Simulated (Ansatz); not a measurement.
# Where S_i (4-fold void) puts its levels in the gap of Al5AgS8 (F-43m)

Wanted: the transition levels of a self-interstitial in Al5AgS8 (F-43m), from a cell of 56 host atoms with 1 S put in.

Program: Ansatz 0.2.0. Level of theory: place-levels on PBEsol runs: charge-transition levels and formation energies with image-charge correction and potential alignment at the atomic sites. Results are calculated unless marked as measured.

## Step 1: The structure

The cell holds 57 atoms: 20 Al, 4 Ag and 33 S. Its edges and angles: a = 10.073 Å, b = 10.073 Å, c = 10.073 Å, α = 90.0°, β = 90.0°, γ = 90.0°. It derives from Al5AgS8 (space group F-43m). Nearest the centre at fractional (0.413, 0.665, 0.622): S57 at 0.00 Å, S38 at 2.24 Å, Al20 at 2.25 Å, Ag22 at 2.25 Å, S48 at 2.25 Å, S42 at 2.64 Å, S26 at 2.72 Å, Al4 at 3.01 Å.

The host's dielectric constants go in as inputs: 6.85 for the electrons alone, 11.47 with the ions, from a response run on this crystal (DFPT, PBEsol) at that run's own cell.

The cell's shortest repeat is 10.1 Å.

## Step 2: The runs of each charge state

A transition level is the Fermi level at which two charge states cost the same, so each charge needs its own total energy, at its own relaxed structure.

Each atom starts 0.05 Å or so off its site in a random direction. Forces are taken at one point at (¼, ¼, ¼). The cell holds 2 electrons more than the neutral one, with a uniform background that keeps it neutral on the whole.

The sampling was tested on the host first: at the k-points planned (1x1x1 shifted 0.25 0.25 0.25) its energy lies 0.000 eV an atom from the dense-mesh value, under the bound of 0.02 eV set for this test; that bounds the host's error, not the defect's.

One of the inputs; charge, spin and start change from state to state.

The input, qm2.relax/input.yaml:

```yaml
crystal:
  lattice:
    - [10.0726001, 0.0, 0.0]
    - [0.0, 0.0, -10.0726001]
    - [0.0, 10.0726001, 0.0]
  atoms:
    - { symbol: Al, position: [0.11855736, 0.38144264, 0.61855736] }
    - { symbol: Al, position: [0.11855736, 0.88144264, 0.11855736] }
[... 1 atom line left out ...]
    - { symbol: Al, position: [0.61855736, 0.88144264, 0.61855736] }
    - { symbol: Al, position: [0.38144264, 0.38144264, 0.88144264] }
    - { symbol: Al, position: [0.38144264, 0.88144264, 0.38144264] }
[... 7 atom lines left out ...]
    - { symbol: Al, position: [0.11855736, 0.61855736, 0.38144264] }
[... 1 atom line left out ...]
    - { symbol: Al, position: [0.61855736, 0.61855736, 0.88144264] }
[... 3 atom lines left out ...]
    - { symbol: Al, position: [0.5, 0.5, 0.5] }
[... 1 atom line left out ...]
    - { symbol: Ag, position: [0.25, 0.75, 0.75] }
[... 3 atom lines left out ...]
    - { symbol: S, position: [0.38614673, 0.61385327, 0.88614673] }
[... 3 atom lines left out ...]
    - { symbol: S, position: [0.11385327, 0.61385327, 0.61385327] }
[... 4 atom lines left out ...]
    - { symbol: S, position: [0.61385327, 0.38614673, 0.88614673] }
    - { symbol: S, position: [0.61385327, 0.88614673, 0.38614673] }
[... 1 atom line left out ...]
    - { symbol: S, position: [0.38614673, 0.88614673, 0.61385327] }
[... 3 atom lines left out ...]
    - { symbol: S, position: [0.36634011, 0.63365989, 0.36634011] }
[... 5 atom lines left out ...]
    - { symbol: S, position: [0.63365989, 0.63365989, 0.63365989] }
[... 1 atom line left out ...]
    - { symbol: S, position: [0.13365989, 0.86634011, 0.36634011] }
    - { symbol: S, position: [0.63365989, 0.36634011, 0.36634011] }
    - { symbol: S, position: [0.63365989, 0.86634011, 0.86634011] }
    - { symbol: S, position: [0.36634011, 0.36634011, 0.63365989] }
[... 3 atom lines left out ...]
    - { symbol: S, position: [0.412602, 0.665264, 0.622338] }
  host:
    repeats: [1, 1, 1]
    atoms:
      - { symbol: Al, position: [0.11855736, 0.38144264, 0.61855736] }
      - { symbol: Al, position: [0.11855736, 0.88144264, 0.11855736] }
      # ... 54 more atoms of the perfect host
total_charge: -2
basis:
  ecutwfc: 420
  xc_grid: 2
hamiltonian:
  xc: pbesol
kpoints:
  mp_grid: { grid: [1, 1, 1], shift: [0.25, 0.25, 0.25] }
scf:
  occupations: { method: fixed }
  max_iter: 100
output:
  forces: true
  charged_corrections:
    epsilon: 6.85
    static_epsilon: 11.47
    defect_position: [0.412602, 0.665264, 0.622338]
relax:
  f_tol: 0.02
  max_steps: 80
  random_displacement: { amplitude: 0.05, seed: 3696 }
checkpoint:
  write: "../qm2.relax.run"
  compress: false
  write_wavefunctions: true
  write_every: 100000
```

Run with:

```
ansatz run input.yaml --threads 4 --pin off --max-ram 7536MiB --backend cpu --events-out ev --progress --plain --runs-dir out
```

The relaxed structure is kept and the sampling changed to a 2×2×2 shifted mesh.

The run of this state that the levels use, under PBEsol:

The input, qm2.point/input.yaml:

```yaml
crystal:
  checkpoint: "../qm2.relax.run"
  host: checkpoint
total_charge: -2
basis:
  ecutwfc: 420
  xc_grid: 2
hamiltonian:
  xc: pbesol
kpoints:
  mp_grid: { grid: [2, 2, 2], shift: [0.5, 0.5, 0.5] }
scf:
  occupations: { method: fermi_dirac, width: 0.01 }
  max_iter: 100
output:
  forces: true
  eigenvalues: true
  charged_corrections:
    epsilon: 6.85
    static_epsilon: 11.47
    defect_position: [0.412602, 0.665264, 0.622338]
  eigenstates: { localisation: true }
  populations: true
  band_densities: [{ bands: [v1, v1] }, { bands: [c1, c1] }]
  write_density: true
  write_potential: true
  volumetric_format: npy
checkpoint:
  read: "../qm2.relax.run"
  write: "../qm2.point.run"
  compress: false
  write_wavefunctions: false
  write_every: 100000
```

Relaxations under PBEsol at one point at (¼, ¼, ¼); times on 4 threads of Arm Neoverse V1, shared host:

```csv
charge,moment (μB),occupations,outcome,steps,largest displacement against the far atoms (Å),time
−2,0,fixed,converged,22,1.39,3.4 min
−1,1,fixed,converged,21,1.83,7.3 min
0,0,fixed,converged,15,1.53,2.1 min
+1,1,fixed,converged,17,1.15,5.6 min
```

Single points under PBEsol at a 2×2×2 shifted mesh; times on 4 threads of Arm Neoverse V1, shared host:

```csv
charge,moment (μB),occupations,outcome,time
−2,0,fermi-dirac,converged,82 s
−1,1,fermi-dirac,converged,3.1 min
0,0,fermi-dirac,converged,72 s
+1,1,fermi-dirac,converged,3.2 min
```

Distances (Å) from S57 to the nearest atoms after relaxation with PBEsol:

| charge | moment (μB) | 1. | 2. | 3. | 4. | 5. | 6. |
| --- | --- | --- | --- | --- | --- | --- | --- |
| −2 | 0 | Al 2.20 | Al 2.37 | Al 2.37 | S 2.62 | Ag 2.69 | S 2.75 |
| −1 | 1 | S 2.06 | Al 2.24 | S 2.51 | Al 3.06 | S 3.07 | S 3.07 |
| 0 | 0 | S 2.03 | Al 2.18 | S 2.58 | Al 2.98 | S 3.01 | S 3.01 |
| +1 | 1 | S 2.10 | Al 2.31 | Al 2.35 | S 2.67 | Ag 3.07 | Al 3.09 |

## Step 3: Levels against the band edges, PBEsol

A charged cell interacts with its images and the background, and its potential has another zero than the host's. place-levels removes the first by a point-charge model, screened by the static dielectric constant since the ions have relaxed around the charge, and the second by comparing potentials at atoms far from the defect.

The host is a run of the defect-free crystal in the same cutoffs, grids and k-points, so that basis and sampling errors cancel in part in the differences. Its band edges come from a run of the primitive cell that searches the zone for them. Chemical potentials are energies per atom of S (S12 rings, Pnnm, not the stable S8 form), run with the same functional and cutoff.

The input, levels.point.yaml:

```yaml
host:
  run: host.point.run
  levels_from: { run: edges.point.run }
states: [qm2.point.run, qm1_M1.point.run, q0.point.run, qp1_M1.point.run]
geometry_from:
  qm2.point.run: qm2.relax.run
  qm1_M1.point.run: qm1_M1.relax.run
  q0.point.run: q0.relax.run
  qp1_M1.point.run: qp1_M1.relax.run
  host.point.run: host.relax.run
chemical_potentials:
  S:
    energy: -884.879081
    dataset: "<sha256 of the dataset>"
epsilon: 6.85
static_epsilon: 11.47
vertical:
  - { from: qm2.point.run, to: qm2.point_neutral.run }
  - { from: qm1_M1.point.run, to: qm1_M1.point_neutral.run }
  - { from: qp1_M1.point.run, to: qp1_M1.point_neutral.run }
```

Run with:

```
ansatz place-levels levels.point.yaml -- --threads 4 --pin off --max-ram 7536MiB
```

Numbers of over 12 decimals in the logs are rounded to 6 here.

Log:

```text
[... repeated set-up lines and file paths are left out, and long positions are rounded to six places ...]
(+1/0) 0.142 eV beneath the valence edge (-0.179 eV without the band-filling correction), in the valence band
(0/-1) 1.374 eV above the valence edge (+1.576 eV without the band-filling correction), in the conduction band
(-1/-2) 2.341 eV above the valence edge (+2.139 eV without the band-filling correction), in the conduction band
formation energy of charge +1: +1.969 eV with the Fermi level at the valence edge
formation energy of charge 0: +1.827 eV with the Fermi level at the valence edge
formation energy of charge -1: +3.201 eV with the Fermi level at the valence edge
formation energy of charge -2: +5.542 eV with the Fermi level at the valence edge
vertical -2 to 0: no energy, since no alignment is typed
  the change from vertical[0].from (qm2.point.run) to vertical[0].to (qm2.point_neutral.run): by its potential at epsilon 6.85 it stands at 0.294 0.646 0.645, with an rms radius of about 4.3 Å (2.5 2.4 2.4 Å across the planes of the cell's vectors); [...]
vertical -1 to 0: no energy, since no alignment is typed
  the change from vertical[1].from (qm1_M1.point.run) to vertical[1].to (qm1_M1.point_neutral.run): by its potential at epsilon 6.85 it stands at 0.364 0.368 0.356, with an rms radius of about 3.7 Å (2.1 2.1 2.0 Å across the planes of the cell's vectors); [...]
vertical +1 to 0: no energy, since no alignment is typed
  the change from vertical[2].from (qp1_M1.point.run) to vertical[2].to (qp1_M1.point_neutral.run): by its potential at epsilon 6.85 it stands at 0.536 0.619 0.697, with an rms radius of about 5.3 Å (3.3 3.2 2.8 Å across the planes of the cell's vectors); [...]
  edges by pbesol of host.levels_from (edges.point.run), its mesh sampled to repeats of 35.61 Å (the valence edge +0.050 eV and the conduction edge -0.391 eV from those of the host's own run), gap 1.343 eV; the host is sampled to repeats of 28.49 Å
  the defect's cells are sampled to repeats of 28.49 Å, like sampling
  charge +1: -69842.4579 eV with its correction of +0.333 eV, at epsilon 11.47, aligned at sites: +0.1563 eV, mean over 30 atomic sites at or beyond 5.04 Å from the defect at [0.4126, 0.6653, 0.6223], with -0.004720 for the charge's moments and without [...]
  states[3] (qp1_M1.point.run): levels filled in part (TS 0.004 eV): its energy is of no whole electron's
  charge 0: +0.000 eV for its dipole among its images, +0.088 omitted
  charge -1: -69827.1776 eV with its correction of -0.094 eV, at epsilon 11.47, aligned at sites: +0.2704 eV, mean over 30 atomic sites at or beyond 5.04 Å from the defect at [0.4126, 0.6653, 0.6223], with +0.000000 for the charge's moments and without [...]
  charge -2: -69818.0976 eV with its correction of +0.021 eV, at epsilon 11.47, aligned at sites: +0.3434 eV, mean over 30 atomic sites at or beyond 5.04 Å from the defect at [0.4126, 0.6653, 0.6223], with +0.005170 for the charge's moments and without [...]
  of states[3] (qp1_M1.point.run): it parts from the run at its places by a charge that spreads by about 3.3 Å along one vector (1.7 Å or more is wide), by its potential at epsilon 6.85, taken for that of held ions (one typed too small widens it), where the [...]
  of states[2] (q0.point.run): the far atoms show a dipole or second moment of the defect's charge, for which the correction takes or leaves out 0.088 eV: further moments aren't read, and the relaxed atoms' own pattern can pass for one, so compare a larger [...]
  of states[1] (qm1_M1.point.run): it parts from the run at its places by a charge that spreads by about 2.1 Å along one vector (1.7 Å or more is wide), by its potential at epsilon 6.85, taken for that of held ions (one typed too small widens it), where the [...]
  of states[0] (qm2.point.run): it parts from the run at its places by a charge that spreads by about 2.5 Å along one vector (1.7 Å or more is wide), by its potential at epsilon 6.85, taken for that of held ions (one typed too small widens it), where the cell [...]
  of vertical[0].from (qm2.point.run): its displacements don't fall off away from the defect: farther atoms stand 0.055 Å off the host's places. [...]
  vertical[0].to (qm2.point_neutral.run): levels filled in part (TS 0.009 eV): its energy is of no whole electron's
  of vertical[0].to (qm2.point_neutral.run): its displacements don't fall off away from the defect: farther atoms stand 0.055 Å off the host's places. [...]
  of vertical[1].from (qm1_M1.point.run): its displacements don't fall off away from the defect: farther atoms stand 0.048 Å off the host's places. [...]
  of vertical[1].to (qm1_M1.point_neutral.run): its displacements don't fall off away from the defect: farther atoms stand 0.048 Å off the host's places. [...]
  vertical[2].from (qp1_M1.point.run): levels filled in part (TS 0.004 eV): its energy is of no whole electron's
  of vertical[2].from (qp1_M1.point.run): its displacements don't fall off away from the defect: farther atoms stand 0.051 Å off the host's places. [...]
  of vertical[2].to (qp1_M1.point_neutral.run): its displacements don't fall off away from the defect: farther atoms stand 0.051 Å off the host's places. [...]
```

Wall time 0.52 s (4 threads of Arm Neoverse V1, shared host).

Levels between the charges placed, in eV above the valence top:

```
        gap (eV)  (+1/0)  (0/−1)  (−1/−2)
PBEsol      1.34   -0.14    1.37     2.34
```

Corrections by state:

| charge | moment (μB) | image terms and alignment (eV) | band filling (eV) | ε used | over the lowest of its charge, as the program ranks them, band filling apart (eV) |
| --- | --- | --- | --- | --- | --- |
| +1 | 1.0 | 0.333 | -0.037 | 11.47 | 0.000 |
| 0 | 0.0 | 0.000 | - | - | 0.000 |
| −1 | 1.0 | -0.094 | -0.202 | 11.47 | 0.000 |
| −2 | 0.0 | 0.021 | - | 11.47 | 0.000 |

The charged structures listed were also run neutral, and place-levels reads from each pair, by the potential or the spins, how wide the charge is by which they differ; that can be the carrier of either run.

| charge | rms radius (Å) | spread where it is widest against the cell (Å) | wide from (Å) | reading |
| --- | --- | --- | --- | --- |
| +1 | 5.3 | 3.29 | 1.74 | wide |
| −1 | 3.7 | 2.14 | 1.74 | wide |
| −2 | 4.3 | 2.48 | 1.74 | wide |

The neutral runs of these pairs need not share the spin of the lowest neutral state, and very wide values only mean spread over the cell.

From the program's caveats on the states, each cut to its opening words:

- charge +1 (1 μB): it parts from the run at its places by a charge that spreads by about 3.3 Å along one vector (1.7 Å or more is wide), by its potential at epsilon 6.85, taken [...]
- charge +1 (1 μB): a band-filling correction moves a carrier to the host's band edge, which changes its energy by -0.037 eV
- charge +1 (1 μB): its sublattices stand up to 0.0926 Å off the host's, which by the two runs' forces adds about -0.02 eV to its energy against the host's, and moves the band [...]
- charge +1 (1 μB): its displacements don't fall off away from the defect: farther atoms stand 0.051 Å off the host's places
- charge +1 (1 μB): its moments are held at its close (magnetization.spin_locking), by a field of 0.072 eV a Bohr magneton, and its energy and levels are of the state that this [...]
- charge 0: the far atoms show a dipole or second moment of the defect's charge, for which the correction takes or leaves out 0.088 eV: further moments aren't read, and [...]
- charge 0: its sublattices stand up to 0.0355 Å off the host's, which by the two runs' forces adds about -0.01 eV to its energy against the host's, and moves the band [...]
- charge 0: its displacements don't fall off away from the defect: farther atoms stand 0.046 Å off the host's places
- charge −1 (1 μB): it parts from the run at its places by a charge that spreads by about 2.1 Å along one vector (1.7 Å or more is wide), by its potential at epsilon 6.85, taken [...]
- charge −1 (1 μB): a band-filling correction moves a carrier to the host's band edge, which changes its energy by -0.202 eV
- charge −1 (1 μB): its displacements don't fall off away from the defect: farther atoms stand 0.048 Å off the host's places
- charge −1 (1 μB): its moments are held at its close (magnetization.spin_locking), by a field of 0.023 eV a Bohr magneton, and its energy and levels are of the state that this [...]
- charge −2: it parts from the run at its places by a charge that spreads by about 2.5 Å along one vector (1.7 Å or more is wide), by its potential at epsilon 6.85, taken [...]
- charge −2: its alignment with the host at atomic sites is doubtful: the mean over the far sites moves by +0.0788 eV from their farther parts to their nearer, more than [...]

Formation energies (eV), elemental references (Δμ(S) = 0.00 eV):

```
charge  Fermi level at the valence top  at the conduction bottom
    +1                            1.97                      3.31
     0                            1.83                      1.83
    −1                            3.20                      1.86
    −2                            5.54                      2.86
```

## Step 4: Effect of the sampling

The relaxations' own energies give the levels at their sampling, for comparison.

The input, levels.relax_mesh.yaml:

```yaml
host:
  run: host.relax.run
  levels_from: { run: edges.relax.run }
states: [qm2.relax.run, qm1_M1.relax.run, q0.relax.run, qp1_M1.relax.run]
chemical_potentials:
  S:
    energy: -884.879081
    dataset: "<sha256 of the dataset>"
```

Run with:

```
ansatz place-levels levels.relax_mesh.yaml -- --threads 4 --pin off --max-ram 7536MiB
```

Log:

```text
(+1/0) 0.263 eV above the valence edge, 1.080 eV under the conduction edge
(0/-1) 1.351 eV above the valence edge, in the conduction band
(-1/-2) 1.971 eV above the valence edge, in the conduction band
formation energy of charge +1: +1.892 eV with the Fermi level at the valence edge
formation energy of charge 0: +2.155 eV with the Fermi level at the valence edge
formation energy of charge -1: +3.506 eV with the Fermi level at the valence edge
formation energy of charge -2: +5.477 eV with the Fermi level at the valence edge
  edges by pbesol of host.levels_from (edges.relax.run), its mesh sampled to repeats of 35.61 Å (the valence edge +0.063 eV and the conduction edge -0.397 eV from those of the host's own run), gap 1.343 eV; the host is sampled to repeats of 14.24 Å
[... the lines on each state left out ...]
```

Wall time 0.17 s (4 threads).

Levels between neighbouring charges, in eV above the valence top:

```
                        gap (eV)  (+1/0)  (0/−1)  (−1/−2)
one point at (¼, ¼, ¼)      1.34    0.26    1.35     1.97
  a 2×2×2 shifted mesh      1.34   -0.14    1.37     2.34
```

Going from one point at (¼, ¼, ¼) to a 2×2×2 shifted mesh moves formation energies against the elements by up to 0.33 eV; band-filling terms, which differ between samplings, are in these energies.

## Step 5: What came out

* gap of the host: 1.34 eV (PBEsol)
* level (plus 1/0): 0.14 eV below the valence top (-0.18 eV above the valence top without the band-filling term)
* level (0/minus 1): 1.37 eV above the valence top, past the conduction bottom (1.58 eV above the valence top without the band-filling term)
* level (minus 1/minus 2): 2.34 eV above the valence top, past the conduction bottom (2.14 eV above the valence top without the band-filling term)
* lowest of the charges placed, just above the valence top (0.02 eV): 0
* lowest of the charges placed, just below the conduction bottom (0.02 eV): 0
* lowest formation energy at mid-gap of the charges run, elemental references: 1.83 eV

**Reading.** Of the charges placed (−2, −1, 0 and +1), 0 is the lowest from 0.02 eV above the valence top to 0.02 eV below the conduction bottom, a gap of 1.34 eV. States placed: +1 at 1 μB; 0 at 0 μB; −1 at 1 μB; −2 at 0 μB. Other spin states or structures, where not listed, weren't placed. The program finds carriers beyond a band edge of the host and adds a band-filling term at charge −1 (-0.20 eV) and +1 (-0.04 eV); steps to such a charge show no bound level, and a defect level inside a band would be read the same way. At charge −2, −1, 0 and +1 the atom put in ends up to 1.8 Å from its starting place, so the name tells the start alone and the levels can join different sites. Going from one point at (¼, ¼, ¼) to a 2×2×2 shifted mesh moves formation energies against the elements by up to 0.33 eV; band-filling terms, which differ between samplings, are in these energies. The program doubts the alignment of potentials for at least one state, a sign that the cell is small. What this leaves open: PBEsol makes the gap too small and tends to spread out bound carriers; spin–orbit coupling, which can matter with heavy atoms, is left out; force components of up to 0.17 eV/Å remain in a run at the final settings.

[Logs are printed without paths, hosts, clocks, repeated set-up lines and the standing remarks that a program may print on its own settings, such as how far it seeks lower states.]

[Hosts, paths, dates, database ids (printed as entryN), source tags and the programs' standing remarks are cut or masked in the printed files.]

[Where a table of states has a column of steps, it counts the stored structures, which are thinned; the runs took as many ionic steps or more.]

[A defect's name tells the site on which it was built; relaxed atoms can leave that site.]

[For some hosts the program warned that the k-mesh of the response run may be too coarse for force constants and the static dielectric constant; such warnings are not shown here.]
